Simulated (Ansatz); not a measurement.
# AlInCu2Se2S2: complex band structure

Wanted: the relaxed cell of AlInCu2Se2S2, its band edges and its decay constants. It is built by putting In for part of the Al in the AlCuSeS structure of space group I2_12_12_1, with the volume rescaled by atomic radii. The parent structure comes from the Materials Project.

Program: Ansatz 0.2.0. Level of theory: r2SCAN DFT, plane waves, PAW files, in the first sound run; inputs show where later runs differ. Results are calculated unless marked as measured.

The structure was built from a prototype and need not be the compound's stable phase.

### 1. The structure

Symmetry: C2, No. 5, monoclinic system. Conventional cell: a = 7.857 Å, b = 11.018 Å, c = 5.549 Å, α = 90.00°, β = 134.92°, γ = 90.00°. Nearest to In lie 2 S at 2.33 Å and 2 Se at 2.44 Å. Nearest to Al lie 2 S at 2.33 Å and 2 Se at 2.44 Å. Cu has 2 S at 2.36 Å and 2 Se at 2.48 Å nearest. Nearest to Cu lie 2 S at 2.36 Å and 2 Se at 2.48 Å. Se has 1 Al at 2.44 Å and 1 In at 2.44 Å and 2 Cu at 2.48 Å nearest. S has 1 In at 2.33 Å and 1 Al at 2.33 Å and 2 Cu at 2.36 Å nearest. It derives from AlCuSeS. In for part of the Al in the AlCuSeS structure of space group I2_12_12_1. Farther neighbours and most contacts between anions are not listed.

### 2. Cell and atoms at rest

The substituted atoms don't fit the parent's cell, so cell and atoms relax together. A small smearing keeps the run stable in case the gap closes on the way.

Input file input.yaml:

```yaml
crystal:
  lattice:
    - [-2.7742730061, 2.781596617, 5.5088910667]
    - [2.7742730061, -2.781596617, 5.5088910667]
    - [2.7742730061, 2.781596617, -5.5088910667]
  atoms:
    - { symbol: In, position: [0.38092, 0.13092, 0.25] }
    - { symbol: Al, position: [0.11908, 0.36908, 0.75] }
    - { symbol: Cu, position: [0.887198, 0.637198, 0.25] }
    - { symbol: Cu, position: [0.612802, 0.862802, 0.75] }
    - { symbol: Se, position: [0.9990245, 0.75, 0.7490245] }
    - { symbol: Se, position: [0.5009755, 0.25, 0.7509755] }
    - { symbol: S, position: [0.75, 0.0101925, 0.2601925] }
    - { symbol: S, position: [0.25, 0.4898075, 0.2398075] }
kpoints:
  mp_grid: { grid: [6, 6, 6] }
scf:
  occupations: { method: gaussian, width: 0.03 }
hamiltonian:
  xc: r2scan
output:
  forces: true
  stress: true
relax:
  f_tol: 0.02
  max_steps: 60
  cell: {}
```

On the command line:

```
$ ansatz run input.yaml --threads 2 --pin off --max-ram 4096MiB --backend cpu --events-out ev --progress --plain --runs-dir out
```

Numbers of over 12 decimals in the logs are rounded to 6 here.

Output:

```text
Engine: ansatz 0.2.0, x86_64-unknown-linux-gnu
Pseudopotentials: kind: paw
Pseudopotential: In, paw, valence charge 13, recommended cutoff 500 eV (meta_gga), In.paw.azcp
Pseudopotential: Al, paw, valence charge 3, recommended cutoff 500 eV (meta_gga), Al.paw.azcp
Pseudopotential: Cu, paw, valence charge 19, recommended cutoff 500 eV (meta_gga), Cu.paw.azcp
Pseudopotential: Se, paw, valence charge 16, recommended cutoff 500 eV (meta_gga), Se.paw.azcp
Pseudopotential: S, paw, valence charge 6, recommended cutoff 500 eV (meta_gga), S.paw.azcp
Functional definition: r2SCAN
  parameter k0 = 0.174
  parameter k1 = 0.065
  parameter a1 = 4.9479
  exchange = r2scan_x(k0 = k0, k1 = k1, a1 = a1)
  correlation = r2scan_c
Crystal: 8 atoms, lattice volume = 170.046 Å³
Basis set: ecut = 500 eV, 4333 PW (Γ), exchange–correlation on 200×200×200 points (64 copies of the dense FFT grid, shifted against one another)
Bands: 59, of which v1, the nominal top of the filled ones, is band 49 counted from 1 (48 counted from 0)
Symmetry: 2 space group operations
Space group: C2 (ITA 5), of the structure as read, at distance tolerance 5.5e-5 Å
k-points: 68 of 216 (time reversal used)
Non-local potential: In, projectors of the file, l = 0: 2, l = 1: 2, l = 2: 2, l = 3: 2
Non-local potential: Al, projectors of the file, l = 0: 2, l = 1: 2, l = 2: 1
Non-local potential: Cu, projectors of the file, l = 0: 3, l = 1: 2, l = 2: 3, l = 3: 1
Non-local potential: Se, projectors of the file, l = 0: 2, l = 1: 2, l = 2: 3, l = 3: 1
Non-local potential: S, projectors of the file, l = 0: 2, l = 1: 2, l = 2: 2
PAW form: soft (Blöchl's): semilocal exchange-correlation on the pseudo side does not see the compensation charge
PAW frozen core: In, regenerated for the run's functional (the file was generated under x = pbe(κ = 0.804, μ = 0.219515), c = pbe(β = 0.066725))
PAW frozen core: Al, regenerated for the run's functional (the file was generated under x = pbe(κ = 0.804, μ = 0.219515), c = pbe(β = 0.066725))
PAW frozen core: Cu, regenerated for the run's functional (the file was generated under x = pbe(κ = 0.804, μ = 0.219515), c = pbe(β = 0.066725))
PAW frozen core: Se, regenerated for the run's functional (the file was generated under x = pbe(κ = 0.804, μ = 0.219515), c = pbe(β = 0.066725))
PAW frozen core: S, regenerated for the run's functional (the file was generated under x = pbe(κ = 0.804, μ = 0.219515), c = pbe(β = 0.066725))
PAW one-centre angular grid: In, 590 points (default); XC on 289 of its mesh's 2783 points in the sphere
PAW one-centre angular grid: Al, 302 points (default); XC on 160 Gauss nodes
PAW one-centre angular grid: Cu, 590 points (default); XC on 160 Gauss nodes
PAW one-centre angular grid: Se, 590 points (default); XC on 160 Gauss nodes
PAW one-centre angular grid: S, 302 points (default); XC on 160 Gauss nodes
Initial density: superposition of atomic densities (neutral atoms: chi_scale 0, normalization atom), corrected by the library's trained network
Initial wavefunctions: pseudopotential atomic-orbital guess
Functional: x = r2scan, c = r2scan; τ floored in thin density (d = 2e-4 eV/Å³)
SCF iter   1: F=—  HF=-32187.738455 eV  |F-HF|=—  |Δ(HF+E_count)|=         —  Δρ=2.10e-2  dr2=5.05e-1  dr2_τ=3.89e-2  ethr=1.77e-3  ⟨swp⟩=6.8  Hψ=15814  notcnv=0  defer=22
preconditioner: auto → Resta (q_TF=auto, 2.489 Å⁻¹)  ε∞=5.1  [insulator: Δε(μ)=1.427 eV  Ē_g=11.107 eV  σ=0.030 eV  W_gap=1.00  n_scr=36 (ndim 8)  ℏωp=22.4 eV  f_vac=0.054  D(μ)=0.00/eV (n_scr^D=0)  ε∞_Penn≈5.1]
SCF iter   2: F=—  HF=-32187.791064 eV  |F-HF|=—  |Δ(HF+E_count)|=   5.26e-2  Δρ=1.47e-2  dr2=2.12e-1  dr2_τ=3.51e-3  ethr=5.16e-4  ⟨swp⟩=2.0  Hψ=8344  notcnv=0  defer=294
SCF iter   3: F=—  HF=-32187.723779 eV  |F-HF|=—  |Δ(HF+E_count)|=   6.73e-2  Δρ=5.15e-3  dr2=3.60e-2  dr2_τ=2.44e-4  ethr=2.17e-4  ⟨swp⟩=2.0  Hψ=7412  notcnv=0  defer=226
automatic band count: iteration 3 solves 58 bands in place of 59: the levels show a gap, and the empty bands left out lie too high to hold charge; the band table lists the bands solved (type scf.n_extra_bands for more)
SCF iter   4: F=—  HF=-32187.718113 eV  |F-HF|=—  |Δ(HF+E_count)|=   5.67e-3  Δρ=7.64e-4  dr2=8.84e-4  dr2_τ=3.75e-5  ethr=3.67e-5  ⟨swp⟩=2.1  Hψ=5516  notcnv=0  defer=230
SCF iter   5: F=—  HF=-32187.718333 eV  |F-HF|=—  |Δ(HF+E_count)|=   2.20e-4  Δρ=5.07e-4  dr2=3.30e-4  dr2_τ=5.39e-6  ethr=9.02e-7  ⟨swp⟩=2.0  Hψ=5313  notcnv=0  defer=162
automatic band count: iteration 5 solves 57 bands in place of 58: the levels show a gap, and the empty bands left out lie too high to hold charge; the band table lists the bands solved (type scf.n_extra_bands for more)
SCF iter   6: F=—  HF=-32187.718428 eV  |F-HF|=—  |Δ(HF+E_count)|=   9.52e-5  Δρ=3.54e-4  dr2=1.51e-4  dr2_τ=1.16e-6  ethr=3.37e-7  ⟨swp⟩=2.0  Hψ=5142  notcnv=0  defer=162
SCF iter   7: F=—  HF=-32187.718403 eV  |F-HF|=—  |Δ(HF+E_count)|=   2.57e-5  Δρ=1.78e-4  dr2=3.68e-5  dr2_τ=2.09e-7  ethr=1.54e-7  ⟨swp⟩=2.0  Hψ=6909  notcnv=0  defer=162
SCF iter   8: F=—  HF=-32187.718376 eV  |F-HF|=—  |Δ(HF+E_count)|=   2.67e-5  Δρ=4.48e-5  dr2=2.36e-6  dr2_τ=3.12e-8  ethr=3.75e-8  ⟨swp⟩=2.0  Hψ=4654  notcnv=0  defer=162
SCF iter   9: F=—  HF=-32187.718378 eV  |F-HF|=—  |Δ(HF+E_count)|=   2.02e-6  Δρ=9.97e-6  dr2=2.36e-7  dr2_τ=3.84e-9  ethr=2.40e-9  ⟨swp⟩=2.0  Hψ=7046  notcnv=0  defer=162
SCF iter  10: F=-32187.718378 eV  HF=-32187.718378 eV  |F-HF|=3.00e-9  |Δ(HF+E_count)|=   8.04e-8  Δρ=3.57e-6  dr2=2.03e-8  dr2_τ=3.84e-10  ethr=1.02e-10  ⟨swp⟩=4.0  Hψ=12452  notcnv=0
SCF 1 converged in 10 iterations: F = -32187.718378 eV  dr2 = 2.03e-8
  greatest PAW one-centre occupation: 1.000 electrons in one spin orbital (limit 2), on the Cu atom at site 3 (counted from 0), in its partial waves of l = 0
relax step   1: F+E_penalty+E_count = -32187.71837803 eV  Δ(F+E_penalty+E_count) = +0.000e0 eV  max|allowed force component| = 1.495e0 eV/Å  Δτ_max = 0.0000 Å  P = +2.486 GPa  Ω = 170.046 Å³  (10 SCF iters, dr2 threshold 1.00e-7 eV, accepted)
Crystal: 8 atoms, lattice volume = 173.922 Å³
Basis set: ecut = 500 eV, 4417 PW (Γ), exchange–correlation on 200×200×200 points (64 copies of the dense FFT grid, shifted against one another)
Initial density: handed on by an earlier stage of this run
Initial wavefunctions: those handed on with the density
iter 1 solved again at ethr=1.21e-4 eV; its pass at ethr=3.10e-3 eV (dr2=1.18e-1 eV) is discarded
SCF iter   1: F=—  HF=-32188.092111 eV  |F-HF|=—  |Δ(HF+E_count)|=         —  Δρ=9.20e-3  dr2=1.21e-1  dr2_τ=3.08e-1  ethr=1.21e-4  ⟨swp⟩=2.4  Hψ=17960  notcnv=0
[...]
automatic band count: iteration 1 solves 57 bands in place of 59: the levels show a gap, and the empty bands left out lie too high to hold charge; the band table lists the bands solved (type scf.n_extra_bands for more)
preconditioner: auto → Resta (q_TF=auto, 2.484 Å⁻¹)  ε∞=5.6  [insulator: Δε(μ)=0.891 eV  Ē_g=10.430 eV  σ=0.030 eV  W_gap=1.00  n_scr=36 (ndim 8)  ℏωp=22.3 eV  f_vac=0.056  D(μ)=0.00/eV (n_scr^D=0)  ε∞_Penn≈5.6]
SCF iter   2: F=—  HF=-32188.341797 eV  |F-HF|=—  |Δ(HF+E_count)|=   1.36e-2  Δρ=1.66e-3  dr2=3.15e-3  dr2_τ=4.10e-5  ethr=5.50e-6  ⟨swp⟩=2.1  Hψ=7756  notcnv=0
SCF iter   3: F=—  HF=-32188.341158 eV  |F-HF|=—  |Δ(HF+E_count)|=   6.39e-4  Δρ=8.17e-4  dr2=7.89e-4  dr2_τ=9.67e-6  ethr=3.21e-6  ⟨swp⟩=2.0  Hψ=7449  notcnv=0
SCF iter   4: F=—  HF=-32188.341116 eV  |F-HF|=—  |Δ(HF+E_count)|=   4.20e-5  Δρ=2.60e-4  dr2=9.59e-5  dr2_τ=4.54e-6  ethr=8.05e-7  ⟨swp⟩=2.0  Hψ=4980  notcnv=0
SCF iter   5: F=—  HF=-32188.341145 eV  |F-HF|=—  |Δ(HF+E_count)|=   2.88e-5  Δρ=1.28e-4  dr2=2.58e-5  dr2_τ=2.43e-7  ethr=9.79e-8  ⟨swp⟩=2.7  Hψ=6628  notcnv=0
SCF iter   6: F=—  HF=-32188.341149 eV  |F-HF|=—  |Δ(HF+E_count)|=   4.15e-6  Δρ=1.34e-4  dr2=2.19e-5  dr2_τ=1.35e-7  ethr=2.63e-8  ⟨swp⟩=2.0  Hψ=7140  notcnv=0
SCF iter   7: F=—  HF=-32188.341146 eV  |F-HF|=—  |Δ(HF+E_count)|=   2.40e-6  Δρ=4.34e-5  dr2=2.74e-6  dr2_τ=4.49e-8  ethr=2.23e-8  ⟨swp⟩=2.0  Hψ=4561  notcnv=0
SCF iter   8: F=-32188.341146 eV  HF=-32188.341146 eV  |F-HF|=1.11e-8  |Δ(HF+E_count)|=   7.56e-8  Δρ=1.70e-5  dr2=3.46e-7  dr2_τ=3.85e-9  ethr=8.16e-10  ⟨swp⟩=4.0  Hψ=12724  notcnv=0
SCF 3 converged in 8 iterations: F = -32188.341146 eV  dr2 = 3.46e-7
relax step   3: F+E_penalty+E_count = -32188.34114641 eV  Δ(F+E_penalty+E_count) = -3.606e-2 eV  max|allowed force component| = 1.700e-1 eV/Å  Δτ_max = 0.0275 Å  P = -0.501 GPa  Ω = 171.987 Å³  energy of the carried Pulay correction = -3.590e-4 eV  (8 SCF iters, dr2 threshold 8.00e-7 eV, accepted)
[...]
relax step   4: F+E_penalty+E_count = -32188.34762306 eV  Δ(F+E_penalty+E_count) = -6.477e-3 eV  max|allowed force component| = 6.588e-2 eV/Å  Δτ_max = 0.0275 Å  P = -0.025 GPa  Ω = 170.756 Å³  energy of the carried Pulay correction = -1.316e-4 eV  (8 SCF iters, dr2 threshold 8.00e-7 eV, accepted)
[...]
relax step   5: F+E_penalty+E_count = -32188.34915626 eV  Δ(F+E_penalty+E_count) = -1.533e-3 eV  max|allowed force component| = 2.264e-2 eV/Å  Δτ_max = 0.0095 Å  P = +0.008 GPa  Ω = 170.649 Å³  energy of the carried Pulay correction = -1.119e-4 eV  (7 SCF iters, dr2 threshold 2.71e-7 eV, accepted)
[...]
relax step   6: F+E_penalty+E_count = -32188.34933517 eV  Δ(F+E_penalty+E_count) = -1.789e-4 eV  max|allowed force component| = 4.198e-3 eV/Å  Δτ_max = 0.0018 Å  P = -0.003 GPa  Ω = 170.678 Å³  energy of the carried Pulay correction = -1.172e-4 eV  (7 SCF iters, dr2 threshold 3.43e-8 eV, accepted)
Initial wavefunctions: pseudopotential atomic-orbital guess (no wavefunctions were taken with the density)
iter 1 solved again at ethr=1.48e-7 eV; its pass at ethr=3.10e-3 eV (dr2=1.45e-4 eV) is discarded
SCF iter   1: F=—  HF=-32188.349465 eV  |F-HF|=—  |Δ(HF+E_count)|=         —  Δρ=6.01e-5  dr2=1.35e-7  dr2_τ=1.11e-7  ethr=1.48e-7  ⟨swp⟩=3.0  Hψ=26425  notcnv=0
preconditioner: auto → Resta (q_TF=auto, 2.487 Å⁻¹)  ε∞=5.2  [insulator: Δε(μ)=0.931 eV  Ē_g=10.886 eV  σ=0.030 eV  W_gap=1.00  n_scr=36 (ndim 8)  ℏωp=22.4 eV  f_vac=0.056  D(μ)=0.00/eV (n_scr^D=0)  ε∞_Penn≈5.2]
SCF iter   2: F=—  HF=-32188.349467 eV  |F-HF|=—  |Δ(HF+E_count)|=   1.88e-6  Δρ=3.13e-5  dr2=9.68e-8  dr2_τ=4.63e-7  ethr=1.38e-10  ⟨swp⟩=2.4  Hψ=7382  notcnv=0
SCF iter   3: F=—  HF=-32188.349474 eV  |F-HF|=—  |Δ(HF+E_count)|=   6.68e-6  Δρ=1.21e-5  dr2=6.74e-8  dr2_τ=4.32e-8  ethr=9.87e-11  ⟨swp⟩=2.0  Hψ=7344  notcnv=0
SCF iter   4: F=—  HF=-32188.349475 eV  |F-HF|=—  |Δ(HF+E_count)|=   6.75e-7  Δρ=7.11e-7  dr2=4.35e-10  dr2_τ=1.20e-10  ethr=6.88e-11  ⟨swp⟩=2.0  Hψ=7208  notcnv=0
SCF iter   5: F=—  HF=-32188.349475 eV  |F-HF|=—  |Δ(HF+E_count)|=  9.35e-10  Δρ=6.36e-7  dr2=4.36e-10  dr2_τ=3.57e-11  ethr=1.00e-12  ⟨swp⟩=5.0  Hψ=14997  notcnv=0
SCF iter   6: F=—  HF=-32188.349475 eV  |F-HF|=—  |Δ(HF+E_count)|=  3.49e-10  Δρ=7.92e-7  dr2=6.67e-10  dr2_τ=2.51e-11  ethr=1.00e-12  ⟨swp⟩=2.0  Hψ=7004  notcnv=0
SCF iter   7: F=-32188.349475 eV  HF=-32188.349475 eV  |F-HF|=1.71e-10  |Δ(HF+E_count)|=  6.18e-11  Δρ=1.77e-7  dr2=1.51e-11  dr2_τ=1.15e-11  ethr=1.00e-12  ⟨swp⟩=3.0  Hψ=15738  notcnv=0
SCF 7 converged in 7 iterations: F = -32188.349475 eV  dr2 = 1.51e-11
relax step   7: F+E_penalty+E_count = -32188.34947464 eV  Δ(F+E_penalty+E_count) = -1.395e-4 eV  max|allowed force component| = 4.229e-3 eV/Å  Δτ_max = 0.0000 Å  P = -0.003 GPa  Ω = 170.678 Å³  stress off target by 7.30e-3 GPa  SCF on the basis re-selected at this cell (its energy is not comparable with the rows above)  (7 SCF iters)
basis re-selected at this cell: Δ(F+E_penalty+E_count) = -1.395e-4 eV, ΔP = +0.000 GPa vs the last step (what re-selecting the basis moved, of the pressure what is left beyond the Pulay correction that the steps carried, after the strain that the cell walked since its last selection, with what the two solves' SCF thresholds leave and, on support functions, any second-order correction that the steps lacked; it is no m [...]
SCF converged after 7 iterations
Free energy (F): -32188.349475 eV
Harris-Foulkes:  -32188.349475 eV  (|F-HF|=1.71e-10)
Internal energy: -32188.349475 eV  (E = F + TS)
E sigma→0 (E₀):  -32188.349475 eV
Fermi energy:    8.359175 eV
--- Per-component energies (eV) ---
  E_band       = -1904.096881
  E_kinetic    = 1320.137861
  E_local      = -18981.044280  (includes V_loc(G=0)·N_el)
  E_nonlocal   = 56.322881
  E_hartree    = 8685.653546
  E_xc         = -783.023230
  E_vxc        = -783.547880  (∫ρ·V_xc dr)
  E_paw        = -13103.487363  (= ΣΔE_a)
  E_vpaw       = -932.237418  (= ΣTr[D̂ρ^β])
  E_aug_tail   = -0.000124  (compensation charges beyond the density's cutoff)
  E_vtau       = 44.964971  (kinetic-family band-sum trace: ∫τ·v_τ [+ j·A + Jᵃ·Aᵃ] dr)
  E_ewald      = -9379.462913
  E_core_change = -3.445852  (= ΣΔE_core)
  E_smearing   = -0.000000  (= −TS)
  E_closure    = 0.000000  (closes the sum)
  Σ components = -32188.349475   (vs F -32188.349475, Δ=0.00e0)
--- Forces (eV/Å), atoms counted from 1 ---
  atom   1  In     0.00000000     0.00000000     0.00070648
  atom   2  Al     0.00000000    -0.00000000    -0.00104998
  atom   3  Cu     0.00000000    -0.00000000    -0.00020813
  atom   4  Cu    -0.00000000     0.00000000    -0.00105258
  atom   5  Se     0.00156447    -0.00201077    -0.00157845
  atom   6  Se    -0.00156447     0.00201077    -0.00157845
  atom   7  S      0.00422943     0.00321189     0.00237818
  atom   8  S     -0.00422943    -0.00321189     0.00237818
  max |Σ_I F_I| component: 4.76e-6 eV/Å
--- Stress (GPa, compression-positive) ---
        0.000906       0.003089      -0.000000
        0.003103      -0.001650       0.000000
       -0.000000       0.000000      -0.007295
  P = ⅓ Tr σ = -0.0027 GPa (-0.027 kbar)
--- Relaxed structure (6 steps of the walk, 6 accepted, 1 SCFs on fresh bases) ---
  F+E_penalty+E_count = -32188.34947464 eV   max|allowed force component| = 4.229e-3 eV/Å   (the final SCF, on the basis selected at the relaxed cell)
  cell:  # Å, volume = 170.6780 Å³
    - [-2.779910, 2.784293, 5.546842]
    - [2.779910, -2.784293, 5.546842]
    - [2.762811, 2.767240, -5.546842]
  atoms:
    - { symbol: In, position: [0.377604, 0.127604, 0.25] }
    - { symbol: Al, position: [0.120110, 0.370110, 0.75] }
    - { symbol: Cu, position: [0.890883, 0.640883, 0.250000] }
    - { symbol: Cu, position: [0.612131, 0.862131, 0.75] }
    - { symbol: Se, position: [0.974184, 0.724614, 0.713524] }
    - { symbol: Se, position: [0.511090, 0.260660, 0.786476] }
    - { symbol: S, position: [0.773750, 0.00166982, 0.261421] }
    - { symbol: S, position: [0.240248, 0.512328, 0.238579] }
```

The job ended after 5.4 min (2 threads of Intel Xeon Platinum 8488C (Sapphire Rapids), shared host; peak memory 1.3 GiB; 11 min of CPU time).

The steps of the relaxation:

| step | energy less that of the first step (eV) | largest force component (eV/Å) | pressure (GPa) | volume (Å³) |
| --- | --- | --- | --- | --- |
| 1 | 0.0000 | 1.4945 | 2.49 | 170.05 |
| 2 | -0.5867 | 0.4949 | -1.22 | 173.92 |
| 3 | -0.6228 | 0.1700 | -0.50 | 171.99 |
| 4 | -0.6292 | 0.0659 | -0.03 | 170.76 |
| 5 | -0.6308 | 0.0226 | 0.01 | 170.65 |
| 6 | -0.6310 | 0.0042 | 0.00 | 170.68 |
| 7* | -0.6311 | 0.0042 | 0.00 | 170.68 |

Relaxation steps marked * repeat the geometry before them on a plane-wave basis chosen anew for their cell, so energy and pressure can jump there.

The run keeps the 2 symmetry operations that it works with, so distortions that break them were not tested.

```csv
cell as run,before,after,change
a (Å),6.766,6.801,+0.5 %
b (Å),6.766,6.801,+0.5 %
c (Å),6.766,6.787,+0.3 %
α (°),131.59,131.85,+0.2 %
β (°),131.45,131.77,+0.2 %
γ (°),70.99,70.70,-0.4 %
volume (Å³/atom),21.26,21.33,+0.4 %
```

The atoms that moved most (Å, as changes of fractional coordinates times the final cell):

```csv
atom,dx,dy,dz,length
Se6,0.100,0.097,-0.082,0.161
Se5,-0.100,-0.097,-0.082,0.161
S8,0.086,-0.093,0.078,0.149
S7,-0.086,0.093,0.078,0.149
Cu3,0.000,0.000,0.041,0.041
In1,0.000,0.000,-0.037,0.037
Al2,0.000,0.000,0.011,0.011
Cu4,0.000,0.000,-0.007,0.007
```

This step gave:

- free energy: -32188.3495 eV
- Fermi energy: 8.359 eV
- pressure: -0.002679 GPa

The largest force component on a free atom ends at 0.0042 eV/Å.

[end of part 1 of 3]

[Logs are printed without paths, hosts, clocks, repeated set-up lines and the standing remarks that a program may print on its own settings, such as how far it seeks lower states.]

[Hosts, paths, dates, database ids (printed as entryN), source tags and the programs' standing remarks are cut or masked in the printed files.]
